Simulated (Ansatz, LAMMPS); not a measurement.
## An extra electron or hole in K+ BF4- in acetonitrile and tetrahydrofuran and propylene carbonate at 300 K (588 atoms)

Aim: add and remove one electron in K+ BF4- in acetonitrile and tetrahydrofuran and propylene carbonate at 300 K (588 atoms), with atoms held and relaxed, and read trapping energy and localisation.

Calculated with Ansatz 0.2.0; Kohn-Sham DFT, PBE+D4, PAW (set soft_2), plane waves.

## (1) The starting structure

The cell holds 588 atoms: 172 C, 70 O, 296 H, 14 N, 6 B, 24 F and 6 K. Cell: a = 18.946 Å, b = 18.946 Å, c = 18.946 Å, α = 90.0°, β = 90.0°, γ = 90.0°. 14 acetonitrile, 19 tetrahydrofuran, 17 propylene carbonate, 6 K+, 6 BF4- placed at random, at 1.08 g/cm³; overlaps pushed apart, then 10 ps at 550 K with stiff harmonic cages for PF6 and BF4 with UFF radii; Joung-Cheatham ions (J. Phys. Chem. B 112, 9020 (2008)); MMFF94 bonds, angles, torsions, charges and radii (Halgren, J. Comput. Chem. 17, 490 (1996)) in harmonic and 12-6 forms; charges of ions scaled by 0.8. Snapshot after 30 ps at 300 K and fixed volume.

What the set-up can't give: The network of contacts between molecules at the start is that of the classical potential that made the cell, and needn't be the one that DFT or experiment would give. Only the Γ point is sampled, in a cell whose shortest periodic width is 19 Å. The liquid is relaxed first, so the results are those of a frozen frame at zero temperature.

## (2) Single point at the start

The forces at the start show how far the geometry lies from a minimum of this functional.

Input file input.yaml:

```yaml
crystal:
  lattice:
    - [18.94644, 0.0, 0.0]
    - [0.0, 18.94644, 0.0]
    - [0.0, 0.0, 18.94644]
  atoms:
    - { symbol: C, position: [0.03486, 0.54891, 0.49023] }
    - { symbol: C, position: [0.07472, 0.61198, 0.5158] }
    - { symbol: C, position: [0.13997, 0.60122, 0.47448] }
    - { symbol: O, position: [0.11908, 0.57946, 0.40601] }
    - { symbol: C, position: [0.05537, 0.53946, 0.41551] }
    - { symbol: H, position: [0.04275, 0.50337, 0.52482] }
    - { symbol: H, position: [0.97635, 0.55083, 0.49118] }
    - { symbol: H, position: [0.05291, 0.66106, 0.49998] }
    - { symbol: H, position: [0.08424, 0.61131, 0.57165] }
    - { symbol: H, position: [0.17506, 0.55984, 0.4937] }
    - { symbol: H, position: [0.16869, 0.65025, 0.47501] }
    - { symbol: H, position: [0.06241, 0.47972, 0.4017] }
    - { symbol: H, position: [0.02016, 0.55802, 0.37618] }
    - { symbol: C, position: [0.55816, 0.20198, 0.10029] }
    - { symbol: C, position: [0.61536, 0.25055, 0.12251] }
    - { symbol: C, position: [0.65777, 0.20376, 0.17059] }
    - { symbol: O, position: [0.60921, 0.15267, 0.1975] }
    - { symbol: C, position: [0.54152, 0.16383, 0.16648] }
    - { symbol: H, position: [0.5115, 0.22718, 0.08048] }
    - { symbol: H, position: [0.57348, 0.1614, 0.06321] }
    - { symbol: H, position: [0.64831, 0.27675, 0.08171] }
    - { symbol: H, position: [0.593, 0.29021, 0.16204] }
    - { symbol: H, position: [0.68976, 0.22351, 0.2131] }
    - { symbol: H, position: [0.68824, 0.1702, 0.13465] }
    - { symbol: H, position: [0.51418, 0.20464, 0.20444] }
    - { symbol: H, position: [0.50996, 0.11417, 0.16799] }
    - { symbol: C, position: [0.2018, 0.99041, 0.83986] }
    - { symbol: C, position: [0.18488, 0.92314, 0.87706] }
    - { symbol: C, position: [0.25564, 0.89997, 0.90324] }
    - { symbol: O, position: [0.28739, 0.96123, 0.92924] }
    - { symbol: C, position: [0.25962, 0.01694, 0.88902] }
    - { symbol: H, position: [0.22195, 0.98426, 0.78473] }
    [... 550 atom lines left out ...]
    - { symbol: K, position: [0.75932, 0.56372, 0.41333] }
    - { symbol: K, position: [0.41786, 0.0005, 0.03112] }
    - { symbol: K, position: [0.76917, 0.40118, 0.61187] }
    - { symbol: K, position: [0.78304, 0.75637, 0.59486] }
    - { symbol: K, position: [0.4688, 0.93022, 0.8485] }
    - { symbol: K, position: [0.12961, 0.58667, 0.26686] }
kpoints:
  mp_grid: { grid: [1, 1, 1] }
hamiltonian:
  xc: pbe
  dispersion: d4
scf:
  occupations: { method: fermi_dirac, width: 0.025 }
output:
  forces: true
```

On the command line:

```bash
$ ansatz run input.yaml --threads 32 --pin off --max-ram 143360MiB --backend cuda --events-out ev --progress --plain --runs-dir out
```

Log:

```text
[...]
Pseudopotentials: kind: paw
Pseudopotential: C, paw, valence charge 4, recommended cutoff 420 eV (normal), C.paw.azcp
Pseudopotential: O, paw, valence charge 6, recommended cutoff 420 eV (normal), O.paw.azcp
Pseudopotential: H, paw, valence charge 1, recommended cutoff 420 eV (normal), H.paw.azcp
Pseudopotential: N, paw, valence charge 5, recommended cutoff 420 eV (normal), N.paw.azcp
Pseudopotential: B, paw, valence charge 3, recommended cutoff 420 eV (normal), B.paw.azcp
Pseudopotential: F, paw, valence charge 7, recommended cutoff 420 eV (normal), F.paw.azcp
Pseudopotential: K, paw, valence charge 9, recommended cutoff 420 eV (normal), K.paw.azcp
[...]
device memory: the entry about to start is reckoned to put 22.3 GiB on a device that reports 182.5 GiB free
GPU FFT provider: cuFFT
GPU libraries: cuBLAS 13.8.1, cuFFT 12.4.0, cuSOLVER 12.3.2
GPU matrix products: emulated (plane waves: as basis.precision tells), large ones in fixed point in workspaces of 1.00 GiB
Crystal: 588 atoms, lattice volume = 6801.158 Å³
Basis set: ecut = 420 eV, 133123 PW (Γ), exchange–correlation on 256×256×256 points (8 copies of the dense FFT grid, shifted against one another)
Bands: 1445, of which v1, the nominal top of the filled ones, is band 857 counted from 1 (856 counted from 0)
Symmetry: 1 space group operations
Space group: P1 (ITA 1), of the structure as read, at distance tolerance 1.9e-4 Å
k-points: 1
[...]
Initial density: superposition of atomic densities (neutral atoms: chi_scale 0, normalization atom), corrected by the library's trained network
Initial wavefunctions: pseudopotential atomic-orbital guess
GPU buffer pool allocated for 2097152 grid points (all kernels)
GPU transforms: local potential and band sums: pruned to the plane-wave sphere, on 125×125×125
[...]
SCF iter   1: F=—  HF=-122561.066765 eV  |F-HF|=—  |Δ(HF+E_count)|=         —  Δρ=5.89e-3  dr2=3.97e0  ethr=1.77e-3  ⟨swp⟩=6.0  Hψ=6637  notcnv=0  defer=270
preconditioner: auto → Resta (q_TF=auto, 2.168 Å⁻¹)  ε∞=2.4  [insulator: Δε(μ)=4.479 eV  Ē_g=15.674 eV  σ=0.025 eV  W_gap=1.00  n_scr=1188 (ndim 8)  ℏωp=18.2 eV  f_vac=0.280  D(μ)=0.00/eV (n_scr^D=0)  ε∞_Penn≈2.4]
SCF iter   2: F=—  HF=-122560.073900 eV  |F-HF|=—  |Δ(HF+E_count)|=   9.93e-1  Δρ=3.25e-3  dr2=9.10e-1  ethr=2.32e-4  ⟨swp⟩=2.0  Hψ=1925  notcnv=0  defer=583
SCF iter   3: F=—  HF=-122559.889214 eV  |F-HF|=—  |Δ(HF+E_count)|=   1.85e-1  Δρ=1.70e-3  dr2=3.14e-1  ethr=5.31e-5  ⟨swp⟩=3.0  Hψ=1675  notcnv=0  defer=131
automatic band count: iteration 3 solves 993 bands in place of 1445: the levels show a gap, and the empty bands left out lie too high to hold charge; the band table lists the bands solved (type scf.n_extra_bands for more)
SCF iter   4: F=—  HF=-122559.812832 eV  |F-HF|=—  |Δ(HF+E_count)|=   7.64e-2  Δρ=7.92e-4  dr2=5.56e-2  ethr=1.83e-5  ⟨swp⟩=3.0  Hψ=1948  notcnv=0  defer=131
SCF iter   5: F=—  HF=-122559.803262 eV  |F-HF|=—  |Δ(HF+E_count)|=   9.57e-3  Δρ=4.09e-4  dr2=1.24e-2  ethr=3.25e-6  ⟨swp⟩=3.0  Hψ=2041  notcnv=0  defer=131
[...]
SCF iter  10: F=—  HF=-122559.793912 eV  |F-HF|=—  |Δ(HF+E_count)|=   1.25e-6  Δρ=4.87e-6  dr2=1.73e-6  ethr=3.69e-10  ⟨swp⟩=3.0  Hψ=1702  notcnv=0  defer=131
SCF iter  11: F=-122559.793912 eV  HF=-122559.793912 eV  |F-HF|=5.67e-8  |Δ(HF+E_count)|=   9.60e-8  Δρ=1.70e-6  dr2=2.14e-7  ethr=5.83e-11  ⟨swp⟩=4.0  Hψ=3062  notcnv=0
WARN: dispersion: an atom stands within reach of a switch of its C6 between two reference coordination numbers of its element: through that C6 alone, e_disp changes by 0.025 eV or more while the distances to its neighbours run over a stretch of 0.05 Å that contains this geometry (sites counted from 0 in the run's list of atoms or, [...]
SCF 1 converged in 11 iterations: F = -122559.793912 eV  dr2 = 2.14e-7
[...]
SCF converged after 11 iterations
Free energy (F): -122559.793912 eV
Harris-Foulkes:  -122559.793912 eV  (|F-HF|=5.67e-8)
Internal energy: -122559.793912 eV  (E = F + TS)
E sigma→0 (E₀):  -122559.793912 eV
Fermi energy:    1.414524 eV
--- Per-component energies (eV) ---
[...]
Σ components = -122559.793912   (vs F -122559.793912, Δ=0.00e0)
--- Forces (eV/Å), atoms counted from 1 ---
[... 588 lines of forces left out ...]
  max |Σ_I F_I| component: 1.77e-4 eV/Å
```

The job ended after 6.1 s (1 × NVIDIA GB200 with 32 threads of Arm Neoverse V2, shared host; peak memory 2.4 GiB).

In the SCF lines HF is the Harris–Foulkes energy and dr2 the Hartree energy of the density residual, in eV; the loop may stop once dr2 is under the threshold and the program's other checks hold. Hψ counts applications of the Hamiltonian.

That memory is the host's; the program planned 22.3 GiB on the GPU.

The program notes that the dispersion model switches parameters near this geometry.

The r.m.s. force at the start is 0.97 eV/Å.

## (3) Relaxation

With the cell held, the atoms are moved downhill towards a nearby minimum.

Input file input.yaml:

```yaml
crystal:
  lattice:
    - [18.94644, 0.0, 0.0]
    - [0.0, 18.94644, 0.0]
    - [0.0, 0.0, 18.94644]
  atoms:
    [... the 588 atom lines of step 2 ...]
kpoints:
  mp_grid: { grid: [1, 1, 1] }
hamiltonian:
  xc: pbe
  dispersion: d4
scf:
  occupations: { method: fermi_dirac, width: 0.025 }
output:
  forces: true
relax:
  f_tol: 0.06
  max_steps: 150
```

Log:

```text
The last accepted step is kept in <dir> (removed where the run ends without a failure and the disk answers)
Engine: ansatz 0.2.0, aarch64-unknown-linux-gnu
Pseudopotentials: kind: paw
Pseudopotential: C, paw, valence charge 4, recommended cutoff 420 eV (normal), C.paw.azcp
Pseudopotential: O, paw, valence charge 6, recommended cutoff 420 eV (normal), O.paw.azcp
Pseudopotential: H, paw, valence charge 1, recommended cutoff 420 eV (normal), H.paw.azcp
Pseudopotential: N, paw, valence charge 5, recommended cutoff 420 eV (normal), N.paw.azcp
Pseudopotential: B, paw, valence charge 3, recommended cutoff 420 eV (normal), B.paw.azcp
Pseudopotential: F, paw, valence charge 7, recommended cutoff 420 eV (normal), F.paw.azcp
Pseudopotential: K, paw, valence charge 9, recommended cutoff 420 eV (normal), K.paw.azcp
[...]
Crystal: 588 atoms, lattice volume = 6801.158 Å³
Basis set: ecut = 420 eV, 133123 PW (Γ), exchange–correlation on 256×256×256 points (8 copies of the dense FFT grid, shifted against one another)
Bands: 1445, of which v1, the nominal top of the filled ones, is band 857 counted from 1 (856 counted from 0)
Symmetry: 1 space group operations
Space group: P1 (ITA 1), of the structure as read, at distance tolerance 1.9e-4 Å
k-points: 1
[... 15 lines on functional and potentials left out ...]
Initial density: superposition of atomic densities (neutral atoms: chi_scale 0, normalization atom), corrected by the library's trained network
Initial wavefunctions: pseudopotential atomic-orbital guess
[...]
Functional: x = pbe(κ = 0.804, μ = 0.219515), c = pbe(β = 0.066725)
SCF iter   1: F=—  HF=-122561.066770 eV  |F-HF|=—  |Δ(HF+E_count)|=         —  Δρ=5.89e-3  dr2=3.97e0  ethr=1.77e-3  ⟨swp⟩=6.0  Hψ=6637  notcnv=0  defer=270
preconditioner: auto → Resta (q_TF=auto, 2.168 Å⁻¹)  ε∞=2.4  [insulator: Δε(μ)=4.479 eV  Ē_g=15.674 eV  σ=0.025 eV  W_gap=1.00  n_scr=1188 (ndim 8)  ℏωp=18.2 eV  f_vac=0.280  D(μ)=0.00/eV (n_scr^D=0)  ε∞_Penn≈2.4]
SCF iter   2: F=—  HF=-122560.073886 eV  |F-HF|=—  |Δ(HF+E_count)|=   9.93e-1  Δρ=3.25e-3  dr2=9.10e-1  ethr=2.32e-4  ⟨swp⟩=2.0  Hψ=1925  notcnv=0  defer=583
[...]
SCF iter   8: F=-122559.793892 eV  HF=-122559.793907 eV  |F-HF|=1.56e-5  |Δ(HF+E_count)|=   1.01e-5  Δρ=2.61e-5  dr2=4.79e-5  ethr=5.25e-9  ⟨swp⟩=2.0  Hψ=3958  notcnv=0
[...]
SCF 1 converged in 8 iterations: F = -122559.793892 eV  dr2 = 4.79e-5
[...]
relax step   4: F+E_penalty+E_count = -122585.76958351 eV  Δ(F+E_penalty+E_count) = -1.369e0 eV  max|allowed force component| = 5.757e-1 eV/Å  Δτ_max = 0.1938 Å  (7 SCF iters, dr2 threshold 1.00e-4 eV, accepted)
[... from here on, the SCF cycles and remarks between the steps are left out, and one step in 5 is shown ...]
relax step   9: F+E_penalty+E_count = -122587.56977647 eV  Δ(F+E_penalty+E_count) = -2.156e-1 eV  max|allowed force component| = 3.776e-1 eV/Å  Δτ_max = 0.1930 Å  (7 SCF iters, dr2 threshold 1.00e-4 eV, accepted)
relax step  24: F+E_penalty+E_count = -122588.99701480 eV  Δ(F+E_penalty+E_count) = -3.326e-2 eV  max|allowed force component| = 4.143e-1 eV/Å  Δτ_max = 0.1492 Å  (7 SCF iters, dr2 threshold 7.13e-5 eV, accepted)
relax step  37: F+E_penalty+E_count = -122589.30904257 eV  Δ(F+E_penalty+E_count) = -1.981e-2 eV  max|allowed force component| = 3.876e-1 eV/Å  Δτ_max = 0.0463 Å  (5 SCF iters, dr2 threshold 1.00e-4 eV, accepted)
relax step  42: F+E_penalty+E_count = -122589.41424007 eV  Δ(F+E_penalty+E_count) = -2.261e-2 eV  max|allowed force component| = 1.836e-1 eV/Å  Δτ_max = 0.1279 Å  (8 SCF iters, dr2 threshold 1.48e-5 eV, accepted)
relax step  47: F+E_penalty+E_count = -122589.49390691 eV  Δ(F+E_penalty+E_count) = -1.929e-2 eV  max|allowed force component| = 2.075e-1 eV/Å  Δτ_max = 0.1988 Å  (11 SCF iters, accepted)
relax step  48: F+E_penalty+E_count = -122589.50378708 eV  Δ(F+E_penalty+E_count) = -9.880e-3 eV  max|allowed force component| = 2.681e-1 eV/Å  Δτ_max = 0.1167 Å  (7 SCF iters, dr2 threshold 1.58e-5 eV, accepted)
[...]
Step cancelled. What follows is not a result of the run: it is the report of the last solve that finished, which converged after 7 SCF iterations.
Free energy (F): -122589.503787 eV
Harris-Foulkes:  -122589.503788 eV  (|F-HF|=1.19e-6)
Internal energy: -122589.503787 eV  (E = F + TS)
E sigma→0 (E₀):  -122589.503787 eV
Fermi energy:    1.484795 eV
--- Per-component energies (eV) ---
  E_band       = -14823.459567
  E_kinetic    = 40512.727827
  E_local      = -151225.222964  (includes V_loc(G=0)·N_el)
  E_nonlocal   = 11096.313615
  E_hartree    = 57798.469780
  E_xc         = -19764.511048
  E_vxc        = -24870.835397  (∫ρ·V_xc dr)
  E_paw        = -40086.296716  (= ΣΔE_a)
  E_vpaw       = -5933.226246  (= ΣTr[D̂ρ^β])
  E_aug_tail   = -0.184597  (compensation charges beyond the density's cutoff)
  E_ewald      = -20894.407196
  E_disp       = -26.392488  (pairwise vdW)
  E_smearing   = -0.000000  (= −TS)
  E_closure    = -0.000000  (closes the sum)
  Σ components = -122589.503787   (vs F -122589.503787, Δ=0.00e0)
--- Forces (eV/Å), atoms counted from 1 ---
[... 588 lines of forces left out ...]
  max |Σ_I F_I| component: 1.83e-3 eV/Å
End of that report.
this run last wrote the structure of step 48 to <dir>
Error: SIGINT received: cancelled by the caller after 1 completed SCF iterations
```

It took 4.9 min on 1 × NVIDIA GB200 with 32 threads; peak memory 2.6 GiB.

The relaxation was stopped at its limit after 48 steps, 29.7 eV below its start, with a largest force component of 0.27 eV/Å.

(Continued in part 2 of 4.)

[Long decimals in the printed logs are rounded to 6 places.]

[Logs are printed without paths, hosts, clocks, repeated set-up lines and the standing remarks that a program may print on its own settings, such as how far it seeks lower states.]

[Hosts, paths, dates, database ids (printed as entryN), source tags and the programs' standing remarks are cut or masked in the printed files.]

[The MMFF94 radii named for the starting cell were scaled by 0.96; in molecules described by MMFF94, hydrogen bound to N, O or S took a small fixed 12-6 site in their place.]
